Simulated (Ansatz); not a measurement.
**Al(111) with 4 thermally displaced layers, 2x2: scattering by thermal displacements**

Wanted: the phonon-limited resistivity of Al at 900 K by the Landauer route.

Program: Ansatz 0.2.0. Level of theory: Ansatz plane-wave DFT, PBE, PAW files; ballistic transport by layer matching (Landauer), zero bias; PAW set soft_1. Results are calculated unless marked as measured.

Most raw output is cut from this account.

### 1. The starting structure

The cell holds 40 atoms: 40 Al. Its edges and angles: a = 5.725 Å, b = 5.725 Å, c = 23.429 Å, α = 93.5°, β = 86.5°, γ = 120.0°. It derives from Al. Regions: lead, 24 atoms (24 Al); scattering region, 16 atoms (16 Al). The structure is stacked along c, and the current runs across the ab planes.

### 2. With 4 displaced layers

Each atom of 4 layers is moved at random, by amounts drawn from a normal law 0.1633 Å wide in each direction from the Debye model (428 K) at 900 K. The layers about the cell's end stay perfect and serve as the lead. Disorder leaves little or no symmetry, which makes such runs dear. Energies from -0.05 to 0.05 eV in steps of 0.05 eV are too few for the program's thermal sum, so it prints no conductance; for a metal the transmission near the Fermi level serves, at a fraction of the cost.

input.yaml

```yaml
crystal:
  lattice:
    - [5.7246940741, 0.0, 0.0]
    - [-2.862347037, 4.957730497, 0.0]
    - [1.4311735185, -0.8262884162, 23.3709656917]
  atoms:
    - { symbol: Al, position: [0.9916666667, 0.0083333333, 0.05] }
    - { symbol: Al, position: [0.9916666667, 0.5083333333, 0.05] }
    - { symbol: Al, position: [0.4916666667, 0.0083333333, 0.05] }
    - { symbol: Al, position: [0.4916666667, 0.5083333333, 0.05] }
    - { symbol: Al, position: [0.1416666667, 0.3583333333, 0.15] }
    - { symbol: Al, position: [0.1416666667, 0.8583333333, 0.15] }
    - { symbol: Al, position: [0.6416666667, 0.3583333333, 0.15] }
    - { symbol: Al, position: [0.6416666667, 0.8583333333, 0.15] }
[... 28 atom lines left out ...]
    - { symbol: Al, position: [0.8416666667, 0.1583333333, 0.95] }
    - { symbol: Al, position: [0.8416666667, 0.6583333333, 0.95] }
    - { symbol: Al, position: [0.3416666667, 0.1583333333, 0.95] }
    - { symbol: Al, position: [0.3416666667, 0.6583333333, 0.95] }
kpoints:
  mp_grid: { grid: [5, 5, 1] }
hamiltonian:
  xc: pbe
  pseudopotentials: { kind: paw, azcp: { folder: soft_1 } }
scf:
  occupations: { method: fermi_dirac, width: 0.1 }
output:
  transmission:
    leads: [[0, 4]]
    kmesh: [10, 10]
    e_range: [-0.05, 0.05]
    de: 0.05
  write_potential: true
  write_density: true
  volumetric_format: npy
```

Command:

```bash
> ansatz run input.yaml --threads 4 --pin off --max-ram 15360MiB --backend cpu --events-out ev --progress --plain --runs-dir out
```

It took 11 min on 4 threads of Arm Neoverse N1, shared host; peak memory 1.7 GiB; 36 min of CPU time.

Numbers from this step:

```yaml
free_energy: -21496.3642 eV
energy_at_zero_smearing: -21496.0559 eV
fermi_energy: 7.884 eV
cell_area: 28.38 Å²
transmission_per_spin_nearest_the_fermi_level: 4.469
open_channels_per_spin_nearest_the_fermi_level: 5.41
step_of_the_lead_s_potential: 20 meV
```

Per spin. Transmission, zone mean against energy, zero at the Fermi level:

| energy (eV) | transmission, zone mean |
| --- | --- |
| -0.0500 | 4.38 |
| 0.0000 | 4.47 |
| 0.0500 | 4.55 |

Per spin. The open channels, zone mean, lead by energy, zero at the Fermi level:

| energy (eV) | open channels, zone mean, lead |
| --- | --- |
| -0.0500 | 5.29 |
| 0.0000 | 5.41 |
| 0.0500 | 5.59 |

Transmission over k1 and k2. At 0.0000 eV from the Fermi level.

Values, 10 rows by 10 columns:
```
3.89 4.11 4.04 2.99 4.20 4.49 3.82 2.74 3.42 2.87
3.72 4.53 3.88 6.10 6.12 3.87 4.54 3.37 3.47 3.42
3.24 3.83 6.22 6.16 6.01 6.28 6.30 3.33 2.97 2.81
4.36 4.84 6.27 5.88 5.55 5.58 5.98 6.31 4.83 4.07
3.46 4.25 4.24 6.16 5.55 6.55 5.55 6.16 4.24 4.25
4.36 4.07 4.83 6.31 5.98 5.58 5.55 5.88 6.27 4.84
3.24 2.81 2.97 3.33 6.30 6.28 6.01 6.16 6.22 3.83
3.72 3.42 3.47 3.37 4.54 3.87 6.12 6.10 3.88 4.53
3.89 2.87 3.42 2.74 3.82 4.49 4.20 2.99 4.04 4.11
3.16 4.03 3.21 3.48 3.99 3.03 3.99 3.48 3.21 4.03
```
Columns: k1 (b1) from -0.5 to 0.4; rows upwards: k2 (b2) from -0.5 to 0.4.

Open channels over k1 and k2. At 0.0000 eV from the Fermi level.

Values, 10 rows by 10 columns:
```
5.00 6.00 6.00 5.00 6.00 6.00 5.00 3.00 4.00 3.00
4.00 6.00 5.00 7.00 7.00 5.00 6.00 4.00 4.00 4.00
4.00 5.00 7.00 7.00 7.00 7.00 7.00 5.00 4.00 3.00
5.00 6.00 7.00 7.00 6.00 6.00 7.00 7.00 6.00 5.00
4.00 6.00 5.00 7.00 6.00 7.00 6.00 7.00 5.00 6.00
5.00 5.00 6.00 7.00 7.00 6.00 6.00 7.00 7.00 6.00
4.00 3.00 4.00 5.00 7.00 7.00 7.00 7.00 7.00 5.00
4.00 4.00 4.00 4.00 6.00 5.00 7.00 7.00 5.00 6.00
5.00 3.00 4.00 3.00 5.00 6.00 6.00 5.00 6.00 6.00
4.00 5.00 4.00 4.00 5.00 4.00 5.00 4.00 4.00 5.00
```
Columns: k1 (b1) from -0.5 to 0.4; rows upwards: k2 (b2) from -0.5 to 0.4.

Over the solved energies the transmission per spin lies between 4.38 and 4.55, out of 5.43 channels of the lead on average (up to 5.59).

### 3. With 8 displaced layers

Each atom of 8 layers is moved at random, by amounts drawn from a normal law 0.1633 Å wide in each direction from the Debye model (428 K) at 900 K. A fresh draw is used; the growth of the resistance with length is what counts.

System of this step: Al(111) with 8 thermally displaced layers, 2x2. The cell holds 56 atoms: 56 Al. Cell: a = 5.725 Å, b = 5.725 Å, c = 32.761 Å, α = 87.5°, β = 92.5°, γ = 120.0°. It derives from Al. Regions: lead, 24 atoms (24 Al); scattering region, 32 atoms (32 Al). The structure is stacked along c, and the current runs across the ab planes.

input.yaml

```yaml
crystal:
  lattice:
    - [5.7246940741, 0.0, 0.0]
    - [-2.862347037, 4.957730497, 0.0]
    - [-1.4311735185, 0.8262884162, 32.7193519684]
  atoms:
    - { symbol: Al, position: [0.005952381, 0.994047619, 0.0357142857] }
    - { symbol: Al, position: [0.005952381, 0.494047619, 0.0357142857] }
    - { symbol: Al, position: [0.505952381, 0.994047619, 0.0357142857] }
    - { symbol: Al, position: [0.505952381, 0.494047619, 0.0357142857] }
    - { symbol: Al, position: [0.1845238095, 0.3154761905, 0.1071428571] }
    - { symbol: Al, position: [0.1845238095, 0.8154761905, 0.1071428571] }
    - { symbol: Al, position: [0.6845238095, 0.3154761905, 0.1071428571] }
    - { symbol: Al, position: [0.6845238095, 0.8154761905, 0.1071428571] }
[... 44 atom lines left out ...]
    - { symbol: Al, position: [0.3273809524, 0.1726190476, 0.9642857143] }
    - { symbol: Al, position: [0.3273809524, 0.6726190476, 0.9642857143] }
    - { symbol: Al, position: [0.8273809524, 0.1726190476, 0.9642857143] }
    - { symbol: Al, position: [0.8273809524, 0.6726190476, 0.9642857143] }
kpoints:
  mp_grid: { grid: [5, 5, 1] }
hamiltonian:
  xc: pbe
  pseudopotentials: { kind: paw, azcp: { folder: soft_1 } }
scf:
  occupations: { method: fermi_dirac, width: 0.1 }
output:
  transmission:
    leads: [[0, 4]]
    kmesh: [10, 10]
    e_range: [-0.05, 0.05]
    de: 0.05
  write_potential: true
  write_density: true
  volumetric_format: npy
```

Run time: 17 min. Hardware: 4 threads; peak memory 3.1 GiB; 55 min of CPU time.

This step gave:

```yaml
free_energy: -30093.1067 eV
energy_at_zero_smearing: -30092.6666 eV
fermi_energy: 7.897 eV
transmission_per_spin_nearest_the_fermi_level: 3.994
open_channels_per_spin_nearest_the_fermi_level: 5.49
step_of_the_lead_s_potential: 11.9 meV
```

Per spin. Transmission, zone mean against energy, zero at the Fermi level:

| energy (eV) | transmission, zone mean |
| --- | --- |
| -0.0500 | 3.75 |
| 0.0000 | 3.99 |
| 0.0500 | 4.06 |

Over the solved energies the transmission per spin lies between 3.75 and 4.06, out of 5.42 channels of the lead on average (up to 5.59).

### 4. With 12 displaced layers

Each atom of 12 layers is moved at random, by amounts drawn from a normal law 0.1633 Å wide in each direction from the Debye model (428 K) at 900 K. A fresh draw is used; the growth of the resistance with length is what counts.

System of this step: Al(111) with 12 thermally displaced layers, 2x2. The cell holds 72 atoms: 72 Al. Cell: a = 5.725 Å, b = 5.725 Å, c = 42.068 Å, α = 90.0°, β = 90.0°, γ = 120.0°. It derives from Al. Regions: lead, 24 atoms (24 Al); scattering region, 48 atoms (48 Al). The structure is stacked along c, and the current runs across the ab planes.

input.yaml

```yaml
crystal:
  lattice:
    - [5.7246940741, 0.0, 0.0]
    - [-2.862347037, 4.957730497, 0.0]
    - [0.0, 0.0, 42.0677382451]
  atoms:
    - { symbol: Al, position: [0.0, 0.0, 0.0277777778] }
    - { symbol: Al, position: [0.0, 0.5, 0.0277777778] }
    - { symbol: Al, position: [0.5, 0.0, 0.0277777778] }
    - { symbol: Al, position: [0.5, 0.5, 0.0277777778] }
    - { symbol: Al, position: [0.1666666667, 0.3333333333, 0.0833333333] }
    - { symbol: Al, position: [0.1666666667, 0.8333333333, 0.0833333333] }
    - { symbol: Al, position: [0.6666666667, 0.3333333333, 0.0833333333] }
    - { symbol: Al, position: [0.6666666667, 0.8333333333, 0.0833333333] }
[... 60 atom lines left out ...]
    - { symbol: Al, position: [0.3333333333, 0.1666666667, 0.9722222222] }
    - { symbol: Al, position: [0.3333333333, 0.6666666667, 0.9722222222] }
    - { symbol: Al, position: [0.8333333333, 0.1666666667, 0.9722222222] }
    - { symbol: Al, position: [0.8333333333, 0.6666666667, 0.9722222222] }
kpoints:
  mp_grid: { grid: [5, 5, 1] }
hamiltonian:
  xc: pbe
  pseudopotentials: { kind: paw, azcp: { folder: soft_1 } }
scf:
  occupations: { method: fermi_dirac, width: 0.1 }
output:
  transmission:
    leads: [[0, 4]]
    kmesh: [10, 10]
    e_range: [-0.05, 0.05]
    de: 0.05
  write_potential: true
  write_density: true
  volumetric_format: npy
```

It took 22 min on 4 threads; peak memory 4.9 GiB; 73 min of CPU time.

This step gave:

| Item | Value |
| --- | --- |
| free energy | -38693.5006 eV |
| energy at zero smearing | -38692.9280 eV |
| Fermi energy | 7.912 eV |
| transmission per spin nearest the Fermi level | 4.025 |
| open channels per spin nearest the Fermi level | 5.59 |
| step of the lead's potential | 10 meV |

Per spin. Transmission, zone mean against energy, zero at the Fermi level:

| energy (eV) | transmission, zone mean |
| --- | --- |
| -0.0500 | 3.88 |
| 0.0000 | 4.03 |
| 0.0500 | 3.99 |

Over the solved energies the transmission per spin lies between 3.88 and 4.03, out of 5.49 channels of the lead on average (up to 5.59).

### 5. The fit

This step: Ansatz plane-wave DFT, PBE, PAW files; ballistic transport by layer matching (Landauer), zero bias; resistivity from the slope of the area resistance; PAW set soft_1 (Ansatz 0.2.0).

Numbers from this step:

```
resistivity           : 5.945 µΩ cm
intercept             : 0.1080 fΩ m²
scatter about the fit : 0.02571 fΩ m²
```

Resistance, by row:

| run | length (Å) | T | channels N | RA (fΩ m²) |
| --- | --- | --- | --- | --- |
| n4 | 9.348 | 4.467 | 5.43 | 0.1454 |
| n8 | 18.7 | 3.935 | 5.423 | 0.2556 |
| n12 | 28.05 | 3.965 | 5.49 | 0.2566 |

The area resistance by length of the displaced region:

| length of the displaced region (Å) | area resistance (fΩ m²) |
| --- | --- |
| 9.35 | 0.145 |
| 18.70 | 0.256 |
| 28.05 | 0.257 |

The area resistance goes from 0.15 to 0.26 fΩ m² between 9.3 and 28.0 Å, a slope of 5.9 µΩ cm.

By hand from the end points: (0.2566 − 0.1454) fΩ m² / (28.05 − 9.35) Å = 5.9 µΩ cm, since 1 fΩ m² per Å is 1000 µΩ cm.

### 6. What came out

```json
{
  "resistivity from the slope": "5.95 µΩ cm",
  "area resistance over 9.35 Å": "0.145 fΩ m²",
  "area resistance over 18.7 Å": "0.256 fΩ m²",
  "area resistance over 28.0 Å": "0.257 fΩ m²"
}
```

What this shows: The slope gives 5.9 µΩ cm. The points scatter by 0.026 fΩ m² about the line, with one random draw a length in a 2x2 cell, so the slope is a rough value. The mean square of the displacements drawn is 1.4, 0.94 and 0.84 of the nominal one at the three lengths; with each resistance scaled back by that, the slope is 11 µΩ cm, the value used below. The lead's own channel count moves between the runs (5.43, 5.42 and 5.49), which shifts RA and the slope too. Read with a model of isotropic scattering on a spherical Fermi surface and the lead's 1.5×10¹⁵ S/m², this slope means a mean free path near 51 Å; over these lengths the model's slope is 1.07 times its bulk resistivity, which would be 9.9 µΩ cm. Uncorrelated displacements put too much weight on short waves, which scatter strongly; with the sideways repeat of a small cell, one draw and three short lengths, the method is good to a factor of two or three.

[Logs are printed without paths, hosts, clocks, repeated set-up lines and the standing remarks that a program may print on its own settings, such as how far it seeks lower states.]

[Hosts, paths, dates, database ids (printed as entryN), source tags and the programs' standing remarks are cut or masked in the printed files.]
